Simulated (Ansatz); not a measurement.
**Al5AgS8 (F-43m): the host for defect calculations**

Aim: the runs on the perfect crystal Al5AgS8 (F-43m) that a defect calculation needs first.

Method: plane-wave PAW DFT, PBEsol; relaxation of the defect-free supercell from random displacements, a test of the host's stability, in Ansatz 0.2.0.

**1. The starting structure**

The cell holds 56 atoms: 20 Al, 4 Ag and 32 S. Its edges and angles: a = 10.073 Å, b = 10.073 Å, c = 10.073 Å, α = 90.0°, β = 90.0°, γ = 90.0°.

**2. Defect free supercell relaxed from displaced atoms**

The input displaces the atoms at random before the relaxation, so that it can leave a symmetric saddle if there is one.

The input, pristine.rattled/input.yaml:

```yaml
crystal:
  lattice:
    - [10.0726001187, 0.0, 0.0]
    - [0.0, 0.0, -10.0726001187]
    - [0.0, 10.0726001187, 0.0]
  atoms:
    - { symbol: Al, position: [0.11855736, 0.38144264, 0.61855736] }
    - { symbol: Al, position: [0.11855736, 0.88144264, 0.11855736] }
    - { symbol: Al, position: [0.61855736, 0.38144264, 0.11855736] }
    - { symbol: Al, position: [0.61855736, 0.88144264, 0.61855736] }
    - { symbol: Al, position: [0.38144264, 0.38144264, 0.88144264] }
    - { symbol: Al, position: [0.38144264, 0.88144264, 0.38144264] }
    - { symbol: Al, position: [0.88144264, 0.38144264, 0.38144264] }
    - { symbol: Al, position: [0.88144264, 0.88144264, 0.88144264] }
    - { symbol: Al, position: [0.38144264, 0.11855736, 0.61855736] }
    - { symbol: Al, position: [0.38144264, 0.61855736, 0.11855736] }
    - { symbol: Al, position: [0.88144264, 0.11855736, 0.11855736] }
    - { symbol: Al, position: [0.88144264, 0.61855736, 0.61855736] }
    - { symbol: Al, position: [0.11855736, 0.11855736, 0.88144264] }
    - { symbol: Al, position: [0.11855736, 0.61855736, 0.38144264] }
    - { symbol: Al, position: [0.61855736, 0.11855736, 0.38144264] }
    - { symbol: Al, position: [0.61855736, 0.61855736, 0.88144264] }
    - { symbol: Al, position: [0.0, 0.0, 0.5] }
    - { symbol: Al, position: [0.0, 0.5, 0.0] }
    - { symbol: Al, position: [0.5, 0.0, 0.0] }
    - { symbol: Al, position: [0.5, 0.5, 0.5] }
    - { symbol: Ag, position: [0.25, 0.25, 0.25] }
    - { symbol: Ag, position: [0.25, 0.75, 0.75] }
    - { symbol: Ag, position: [0.75, 0.25, 0.75] }
    - { symbol: Ag, position: [0.75, 0.75, 0.25] }
    - { symbol: S, position: [0.3861467308, 0.1138532692, 0.3861467308] }
    - { symbol: S, position: [0.3861467308, 0.6138532692, 0.8861467308] }
    - { symbol: S, position: [0.8861467308, 0.1138532692, 0.8861467308] }
    - { symbol: S, position: [0.8861467308, 0.6138532692, 0.3861467308] }
    - { symbol: S, position: [0.1138532692, 0.1138532692, 0.1138532692] }
    - { symbol: S, position: [0.1138532692, 0.6138532692, 0.6138532692] }
    - { symbol: S, position: [0.6138532692, 0.1138532692, 0.6138532692] }
    - { symbol: S, position: [0.6138532692, 0.6138532692, 0.1138532692] }
    - { symbol: S, position: [0.1138532692, 0.3861467308, 0.3861467308] }
    - { symbol: S, position: [0.1138532692, 0.8861467308, 0.8861467308] }
    - { symbol: S, position: [0.6138532692, 0.3861467308, 0.8861467308] }
    - { symbol: S, position: [0.6138532692, 0.8861467308, 0.3861467308] }
    - { symbol: S, position: [0.3861467308, 0.3861467308, 0.1138532692] }
    - { symbol: S, position: [0.3861467308, 0.8861467308, 0.6138532692] }
    - { symbol: S, position: [0.8861467308, 0.3861467308, 0.6138532692] }
    - { symbol: S, position: [0.8861467308, 0.8861467308, 0.1138532692] }
    - { symbol: S, position: [0.3663401085, 0.1336598915, 0.8663401085] }
    - { symbol: S, position: [0.3663401085, 0.6336598915, 0.3663401085] }
    - { symbol: S, position: [0.8663401085, 0.1336598915, 0.3663401085] }
    - { symbol: S, position: [0.8663401085, 0.6336598915, 0.8663401085] }
    - { symbol: S, position: [0.1336598915, 0.1336598915, 0.6336598915] }
    - { symbol: S, position: [0.1336598915, 0.6336598915, 0.1336598915] }
    - { symbol: S, position: [0.6336598915, 0.1336598915, 0.1336598915] }
    - { symbol: S, position: [0.6336598915, 0.6336598915, 0.6336598915] }
    - { symbol: S, position: [0.1336598915, 0.3663401085, 0.8663401085] }
    - { symbol: S, position: [0.1336598915, 0.8663401085, 0.3663401085] }
    - { symbol: S, position: [0.6336598915, 0.3663401085, 0.3663401085] }
    - { symbol: S, position: [0.6336598915, 0.8663401085, 0.8663401085] }
    - { symbol: S, position: [0.3663401085, 0.3663401085, 0.6336598915] }
    - { symbol: S, position: [0.3663401085, 0.8663401085, 0.1336598915] }
    - { symbol: S, position: [0.8663401085, 0.3663401085, 0.1336598915] }
    - { symbol: S, position: [0.8663401085, 0.8663401085, 0.6336598915] }
basis:
  ecutwfc: 420
  xc_grid: 2
hamiltonian:
  xc: pbesol
kpoints:
  mp_grid: { grid: [1, 1, 1], shift: [0.25, 0.25, 0.25] }
scf:
  occupations: { method: fermi_dirac, width: 0.01 }
  max_iter: 80
output:
  forces: true
relax:
  f_tol: 0.01
  max_steps: 120
  random_displacement: { amplitude: 0.08, seed: 714 }
checkpoint:
  write: "../pristine.rattled.run"
  compress: false
  write_wavefunctions: false
  write_every: 100000
```

Command:

```
$ ansatz run input.yaml --threads 4 --pin off --max-ram 7536MiB --backend cpu --events-out ev --progress --plain --runs-dir out
```

Numbers of over 12 decimals in the logs are rounded to 6 here.

The log of the run:

```text
[... repeated set-up lines and file paths are left out, and long positions are rounded to six places ...]
Engine: ansatz 0.2.0, x86_64-unknown-linux-gnu
Pseudopotentials: kind: paw
Pseudopotential: Al, paw, valence charge 3, recommended cutoff 420 eV (normal), Al.paw.azcp
Pseudopotential: Ag, paw, valence charge 19, recommended cutoff 420 eV (normal), Ag.paw.azcp
Pseudopotential: S, paw, valence charge 6, recommended cutoff 420 eV (normal), S.paw.azcp
Functional definition: PBEsol
  exchange = pbesol_x
  correlation = pbesol_c
Crystal: 56 atoms, lattice volume = 1021.939 Å³
Basis set: ecut = 420 eV, 20005 PW (Γ), exchange–correlation on 144×144×144 points (8 copies of the dense FFT grid, shifted against one another)
Bands: 220, of which v1, the nominal top of the filled ones, is band 164 counted from 1 (163 counted from 0)
Symmetry: 1 space group operations
k-points: 1
Non-local potential: Al, projectors of the file, l = 0: 2, l = 1: 2, l = 2: 1
Non-local potential: Ag, projectors of the file, l = 0: 3, l = 1: 2, l = 2: 2, l = 3: 1
Non-local potential: S, projectors of the file, l = 0: 2, l = 1: 2, l = 2: 2
PAW form: soft (Blöchl's): semilocal exchange-correlation on the pseudo side does not see the compensation charge
PAW frozen core: Al, regenerated for the run's functional, and the local potential with it (the file was generated under x = pbe(κ = 0.804, μ = 0.219515), c = pbe(β = 0.066725))
PAW frozen core: Ag, regenerated for the run's functional, and the local potential with it (the file was generated under x = pbe(κ = 0.804, μ = 0.219515), c = pbe(β = 0.066725))
PAW frozen core: S, regenerated for the run's functional, and the local potential with it (the file was generated under x = pbe(κ = 0.804, μ = 0.219515), c = pbe(β = 0.066725))
PAW one-centre angular grid: Al, 110 points (default); XC on 64 Gauss nodes
PAW one-centre angular grid: Ag, 590 points (default); XC on 64 Gauss nodes
PAW one-centre angular grid: S, 110 points (default); XC on 64 Gauss nodes
Initial density: superposition of atomic densities (neutral atoms: chi_scale 0, normalization atom), corrected by the library's trained network
Initial wavefunctions: pseudopotential atomic-orbital guess
Functional: x = pbesol(κ = 0.804, μ = 0.123457), c = pbesol(β = 0.046)
SCF iter   1: F=—  HF=-68951.047348 eV  |F-HF|=—  |Δ(HF+E_count)|=         —  Δρ=5.38e-3  dr2=3.65e-1  ethr=1.77e-3  ⟨swp⟩=6.0  Hψ=927  notcnv=0  defer=45
preconditioner: auto → Resta (q_TF=auto, 2.258 Å⁻¹)  ε∞=5.1  [insulator: Δε(μ)=1.634 eV  Ē_g=9.845 eV  σ=0.010 eV  W_gap=1.00  n_scr=202 (ndim 8)  ℏωp=20.0 eV  f_vac=0.000  D(μ)=0.00/eV (n_scr^D=0)  ε∞_Penn≈5.1]
SCF iter   2: F=—  HF=-68950.957685 eV  |F-HF|=—  |Δ(HF+E_count)|=   8.97e-2  Δρ=2.10e-3  dr2=6.14e-2  ethr=1.11e-4  ⟨swp⟩=2.0  Hψ=345  notcnv=0  defer=49
SCF iter   3: F=—  HF=-68950.947266 eV  |F-HF|=—  |Δ(HF+E_count)|=   1.04e-2  Δρ=9.69e-4  dr2=1.21e-2  ethr=1.87e-5  ⟨swp⟩=2.0  Hψ=278  notcnv=0  defer=49
SCF iter   4: F=—  HF=-68950.945573 eV  |F-HF|=—  |Δ(HF+E_count)|=   1.69e-3  Δρ=2.89e-4  dr2=1.43e-3  ethr=3.68e-6  ⟨swp⟩=2.0  Hψ=275  notcnv=0  defer=49
SCF iter   5: F=—  HF=-68950.945976 eV  |F-HF|=—  |Δ(HF+E_count)|=   4.02e-4  Δρ=6.03e-5  dr2=4.19e-5  ethr=4.35e-7  ⟨swp⟩=2.0  Hψ=287  notcnv=0  defer=49
SCF iter   6: F=—  HF=-68950.946007 eV  |F-HF|=—  |Δ(HF+E_count)|=   3.19e-5  Δρ=1.56e-5  dr2=3.52e-6  ethr=1.28e-8  ⟨swp⟩=2.0  Hψ=319  notcnv=0  defer=49
SCF iter   7: F=-68950.946009 eV  HF=-68950.946009 eV  |F-HF|=2.55e-7  |Δ(HF+E_count)|=   1.43e-6  Δρ=7.71e-6  dr2=6.55e-7  ethr=7.62e-10  ⟨swp⟩=4.0  Hψ=635  notcnv=0
SCF 1 converged in 7 iterations: F = -68950.946009 eV  dr2 = 6.55e-7
  greatest PAW one-centre occupation: 1.001 electrons in one spin orbital (limit 2), on the Ag atom at site 23 (counted from 0), in its partial waves of l = 0
relax step   1: F+E_penalty+E_count = -68950.94600862 eV  Δ(F+E_penalty+E_count) = +0.000e0 eV  max|allowed force component| = 1.235e0 eV/Å  Δτ_max = 0.0000 Å  (7 SCF iters, dr2 threshold 2.50e-6 eV, accepted)
[... the SCF cycles and remarks between the steps are left out from here to the last step ...]
relax step   2: F+E_penalty+E_count = -68952.22454259 eV  Δ(F+E_penalty+E_count) = -1.279e0 eV  max|allowed force component| = 5.189e-1 eV/Å  Δτ_max = 0.1202 Å  (6 SCF iters, dr2 threshold 9.53e-5 eV, accepted)
relax step   3: F+E_penalty+E_count = -68952.65043083 eV  Δ(F+E_penalty+E_count) = -4.259e-1 eV  max|allowed force component| = 5.318e-2 eV/Å  Δτ_max = 0.1075 Å  (6 SCF iters, dr2 threshold 1.68e-5 eV, accepted)
relax step   4: F+E_penalty+E_count = -68952.64657269 eV  Δ(F+E_penalty+E_count) = +3.858e-3 eV  max|allowed force component| = 6.277e-2 eV/Å  Δτ_max = 0.0324 Å  (7 SCF iters, dr2 threshold 1.77e-7 eV, rejected (line search))
relax step   5: F+E_penalty+E_count = -68952.65317959 eV  Δ(F+E_penalty+E_count) = -2.749e-3 eV  max|allowed force component| = 1.568e-2 eV/Å  Δτ_max = 0.0158 Å  (7 SCF iters, accepted)
SCF iter   1: F=—  HF=-68952.653526 eV  |F-HF|=—  |Δ(HF+E_count)|=         —  Δρ=1.78e-4  dr2=2.45e-4  ethr=9.34e-7  ⟨swp⟩=3.0  Hψ=430  notcnv=0  defer=49
SCF iter   2: F=—  HF=-68952.653496 eV  |F-HF|=—  |Δ(HF+E_count)|=   2.96e-5  Δρ=8.89e-5  dr2=5.92e-5  ethr=7.48e-8  ⟨swp⟩=2.0  Hψ=327  notcnv=0  defer=49
SCF iter   3: F=—  HF=-68952.653498 eV  |F-HF|=—  |Δ(HF+E_count)|=   2.05e-6  Δρ=1.87e-5  dr2=3.86e-6  ethr=1.80e-8  ⟨swp⟩=2.0  Hψ=331  notcnv=0  defer=49
SCF iter   4: F=—  HF=-68952.653498 eV  |F-HF|=—  |Δ(HF+E_count)|=   2.91e-7  Δρ=1.19e-5  dr2=1.52e-6  ethr=1.18e-9  ⟨swp⟩=2.0  Hψ=335  notcnv=0  defer=49
SCF iter   5: F=-68952.653497 eV  HF=-68952.653497 eV  |F-HF|=7.07e-9  |Δ(HF+E_count)|=   3.24e-7  Δρ=2.33e-6  dr2=7.55e-8  ethr=3.05e-11  ⟨swp⟩=3.0  Hψ=733  notcnv=0
SCF 6 converged in 5 iterations: F = -68952.653497 eV  dr2 = 7.55e-8
relax step   6: F+E_penalty+E_count = -68952.65349745 eV  Δ(F+E_penalty+E_count) = -3.179e-4 eV  max|allowed force component| = 8.271e-3 eV/Å  Δτ_max = 0.0066 Å  (5 SCF iters, accepted)
SCF converged after 5 iterations
Free energy (F): -68952.653497 eV
Harris-Foulkes:  -68952.653497 eV  (|F-HF|=7.07e-9)
Internal energy: -68952.653497 eV  (E = F + TS)
E sigma→0 (E₀):  -68952.653497 eV
Fermi energy:    7.783050 eV
--- Per-component energies (eV) ---
  E_band       = -1345.361038
  E_kinetic    = 6056.751939
  E_local      = -20370.154016  (includes V_loc(G=0)·N_el)
  E_nonlocal   = 1430.868717
  E_hartree    = 8883.655528
  E_xc         = -4627.543317
  E_vxc        = -4356.685108  (∫ρ·V_xc dr)
  E_paw        = -43124.311194  (= ΣΔE_a)
  E_vpaw       = -1873.461779  (= ΣTr[D̂ρ^β])
  E_aug_tail   = 0.001162  (compensation charges beyond the density's cutoff)
  E_ewald      = -17205.578432
  E_core_change = 3.656114  (= ΣΔE_core)
  E_smearing   = -0.000000  (= −TS)
  E_closure    = -0.000000  (closes the sum)
  Σ components = -68952.653497   (vs F -68952.653497, Δ=0.00e0)
--- Forces (eV/Å), atoms counted from 1 ---
  atom   1  Al    -0.00088368    -0.00066599    -0.00089255
  atom   2  Al     0.00285722    -0.00520806     0.00086434
  atom   3  Al     0.00603213    -0.00546236     0.00198594
  atom   4  Al     0.00078182    -0.00043516     0.00224272
  atom   5  Al     0.00486999     0.00441025    -0.00428618
  atom   6  Al     0.00433959     0.00452637    -0.00531236
  atom   7  Al     0.00415910     0.00118297     0.00023915
  atom   8  Al     0.00175772     0.00551806    -0.00234688
  atom   9  Al     0.00160021     0.00227728     0.00118104
  atom  10  Al    -0.00326872    -0.00477486     0.00458375
  atom  11  Al    -0.00426615     0.00195020     0.00827011
  atom  12  Al    -0.00053140    -0.00197081     0.00066469
  atom  13  Al    -0.00110817     0.00358792    -0.00386714
  atom  14  Al     0.00364566     0.00375308     0.00024584
  atom  15  Al    -0.00156924     0.00341991    -0.00210051
  atom  16  Al     0.00200954    -0.00100413    -0.00043940
  atom  17  Al     0.00148554     0.00019215     0.00174103
  atom  18  Al    -0.00352518    -0.00087249     0.00525743
  atom  19  Al    -0.00364468    -0.00202685     0.00405338
  atom  20  Al    -0.00250001    -0.00369281     0.00555039
  atom  21  Ag     0.00292815    -0.00014562    -0.00069022
  atom  22  Ag     0.00147189     0.00070946    -0.00304077
  atom  23  Ag     0.00285300     0.00120975     0.00031383
  atom  24  Ag     0.00134439     0.00364034     0.00104561
  atom  25  S     -0.00099101    -0.00079523     0.00305240
  atom  26  S      0.00167508     0.00279375     0.00531998
  atom  27  S      0.00042867     0.00021481     0.00280145
  atom  28  S      0.00076818     0.00105624     0.00195035
  atom  29  S     -0.00148844    -0.00040094    -0.00222258
  atom  30  S     -0.00177546    -0.00156631     0.00202315
  atom  31  S     -0.00013095    -0.00074096    -0.00143483
  atom  32  S     -0.00337377     0.00108668    -0.00057340
  atom  33  S     -0.00603443     0.00200256    -0.00195494
  atom  34  S     -0.00267038     0.00044782    -0.00237562
  atom  35  S     -0.00626762     0.00410890    -0.00278768
  atom  36  S     -0.00360703    -0.00153670    -0.00093069
  atom  37  S      0.00129289    -0.00289844    -0.00140917
  atom  38  S     -0.00006616    -0.00203329    -0.00098356
  atom  39  S      0.00078991    -0.00359596    -0.00225942
  atom  40  S      0.00290047    -0.00485099    -0.00196851
  atom  41  S      0.00036270    -0.00104442     0.00240132
  atom  42  S     -0.00389588    -0.00032526    -0.00246693
  atom  43  S     -0.00165920    -0.00275454    -0.00134132
  atom  44  S     -0.00110092    -0.00144784    -0.00421001
  atom  45  S     -0.00311239    -0.00209211     0.00197904
  atom  46  S      0.00455063     0.00079459    -0.00349306
  atom  47  S      0.00271848     0.00101583    -0.00149578
  atom  48  S      0.00169605     0.00263619    -0.00310879
  atom  49  S     -0.00208728     0.00118674     0.00103323
  atom  50  S      0.00251153    -0.00242001     0.00165729
  atom  51  S     -0.00107392     0.00095391    -0.00122245
  atom  52  S      0.00226519    -0.00154669     0.00131817
  atom  53  S     -0.00013988     0.00037349     0.00022542
  atom  54  S     -0.00099634     0.00197502     0.00021318
  atom  55  S     -0.00064532     0.00021192    -0.00408598
  atom  56  S     -0.00163936    -0.00088857     0.00102663
  max |Σ_I F_I| component: 5.99e-5 eV/Å
--- Relaxed structure (6 steps of the walk, 5 accepted, 0 SCFs on fresh bases) ---
  F+E_penalty+E_count = -68952.65349745 eV   max|allowed force component| = 8.271e-3 eV/Å
  atoms:
    - { symbol: Al, position: [0.118777, 0.381593, 0.619076] }
    - { symbol: Al, position: [0.118603, 0.881561, 0.119199] }
    - { symbol: Al, position: [0.618551, 0.381549, 0.119197] }
    - { symbol: Al, position: [0.618696, 0.881578, 0.619140] }
    - { symbol: Al, position: [0.381825, 0.382092, 0.882199] }
    - { symbol: Al, position: [0.381873, 0.881996, 0.382166] }
    - { symbol: Al, position: [0.881835, 0.382106, 0.382257] }
    - { symbol: Al, position: [0.881878, 0.882106, 0.882168] }
    - { symbol: Al, position: [0.381392, 0.118960, 0.618959] }
    - { symbol: Al, position: [0.381482, 0.619069, 0.119152] }
    - { symbol: Al, position: [0.881546, 0.119222, 0.118932] }
    - { symbol: Al, position: [0.881406, 0.618932, 0.619123] }
    - { symbol: Al, position: [0.118855, 0.118767, 0.881566] }
    - { symbol: Al, position: [0.118608, 0.618910, 0.381593] }
    - { symbol: Al, position: [0.618833, 0.118793, 0.381602] }
    - { symbol: Al, position: [0.618709, 0.618858, 0.881702] }
    - { symbol: Al, position: [0.000165, 0.000448, 0.500558] }
    - { symbol: Al, position: [0.000267, 0.500418, 0.000513] }
    - { symbol: Al, position: [0.500244, 0.000477, 0.000551] }
    - { symbol: Al, position: [0.500266, 0.500460, 0.500567] }
    - { symbol: Ag, position: [0.248541, 0.248745, 0.248968] }
    - { symbol: Ag, position: [0.248581, 0.748714, 0.748884] }
    - { symbol: Ag, position: [0.748483, 0.248793, 0.748880] }
    - { symbol: Ag, position: [0.748618, 0.748874, 0.248788] }
    - { symbol: S, position: [0.386263, 0.114704, 0.386441] }
    - { symbol: S, position: [0.386189, 0.614791, 0.886547] }
    - { symbol: S, position: [0.886285, 0.114799, 0.886392] }
    - { symbol: S, position: [0.886093, 0.614763, 0.386521] }
    - { symbol: S, position: [0.113346, 0.113385, 0.113452] }
    - { symbol: S, position: [0.113236, 0.613439, 0.613472] }
    - { symbol: S, position: [0.613233, 0.113384, 0.613487] }
    - { symbol: S, position: [0.613311, 0.613379, 0.113533] }
    - { symbol: S, position: [0.114541, 0.386363, 0.386518] }
    - { symbol: S, position: [0.114549, 0.886241, 0.886581] }
    - { symbol: S, position: [0.614523, 0.386311, 0.886571] }
    - { symbol: S, position: [0.614576, 0.886277, 0.386581] }
    - { symbol: S, position: [0.386064, 0.386465, 0.114914] }
    - { symbol: S, position: [0.386154, 0.886383, 0.614861] }
    - { symbol: S, position: [0.886205, 0.386374, 0.614928] }
    - { symbol: S, position: [0.886098, 0.886583, 0.114866] }
    - { symbol: S, position: [0.366653, 0.134123, 0.866920] }
    - { symbol: S, position: [0.366648, 0.634069, 0.366940] }
    - { symbol: S, position: [0.866668, 0.134107, 0.366949] }
    - { symbol: S, position: [0.866613, 0.634040, 0.866970] }
    - { symbol: S, position: [0.134027, 0.134151, 0.634247] }
    - { symbol: S, position: [0.133872, 0.634133, 0.134299] }
    - { symbol: S, position: [0.633954, 0.134154, 0.134252] }
    - { symbol: S, position: [0.633954, 0.634108, 0.634295] }
    - { symbol: S, position: [0.133947, 0.366826, 0.866909] }
    - { symbol: S, position: [0.133832, 0.866825, 0.366984] }
    - { symbol: S, position: [0.633903, 0.366778, 0.366960] }
    - { symbol: S, position: [0.633870, 0.866821, 0.866977] }
    - { symbol: S, position: [0.366652, 0.366839, 0.634191] }
    - { symbol: S, position: [0.366619, 0.866827, 0.134209] }
    - { symbol: S, position: [0.866636, 0.366797, 0.134212] }
    - { symbol: S, position: [0.866634, 0.866826, 0.634264] }
```

It took 21 s on 4 threads of Intel Xeon 6975P-C (Granite Rapids), shared host; peak memory 1.6 GiB.

Relaxation path:

| step | energy less that of the first step (eV) | largest force component (eV/Å) |
| --- | --- | --- |
| 1 | 0.0000 | 1.2346 |
| 2 | -1.2785 | 0.5189 |
| 3 | -1.7044 | 0.0532 |
| 4 | -1.7006 | 0.0628 |
| 5 | -1.7072 | 0.0157 |
| 6 | -1.7075 | 0.0083 |

Relaxation step 4 was tried and not accepted.

The atoms that moved most (Å, from the sites as typed, ahead of the random displacement, the mean shift of all atoms taken out):

| atom | dx | dy | dz | length |
| --- | --- | --- | --- | --- |
| Ag23 | -0.016 | -0.015 | 0.015 | 0.026 |
| Ag22 | -0.015 | -0.015 | 0.015 | 0.026 |
| Ag21 | -0.015 | -0.014 | 0.015 | 0.026 |
| Ag24 | -0.014 | -0.016 | 0.014 | 0.026 |
| S31 | -0.007 | -0.007 | 0.007 | 0.012 |
| S30 | -0.007 | -0.008 | 0.007 | 0.012 |
| S29 | -0.006 | -0.008 | 0.007 | 0.012 |
| S32 | -0.006 | -0.007 | 0.007 | 0.012 |

The relaxation ends 30 meV an atom lower than the displaced start, with a largest force component of 0.0083 eV/Å.

**3. Outcome**

```
symmetric supercell less the displaced and relaxed one : 0.000 eV
```

What this shows: The energy fell by 1.707 eV from the randomly displaced start; against the sites as typed, Ag23 ends farthest off, by 0.03 Å, once the mean shift is taken out. The displaced cell ends within 0.01 eV of the symmetric one, so no lower structure shows in this supercell. All at zero temperature.

[Logs are printed without paths, hosts, clocks, repeated set-up lines and the standing remarks that a program may print on its own settings, such as how far it seeks lower states.]

[Hosts, paths, dates, database ids (printed as entryN), source tags and the programs' standing remarks are cut or masked in the printed files.]

[Runs of the host that timed out are not shown.]

[For some hosts the program warned that the k-mesh of the response run may be too coarse for force constants and the static dielectric constant; such warnings are not always shown.]
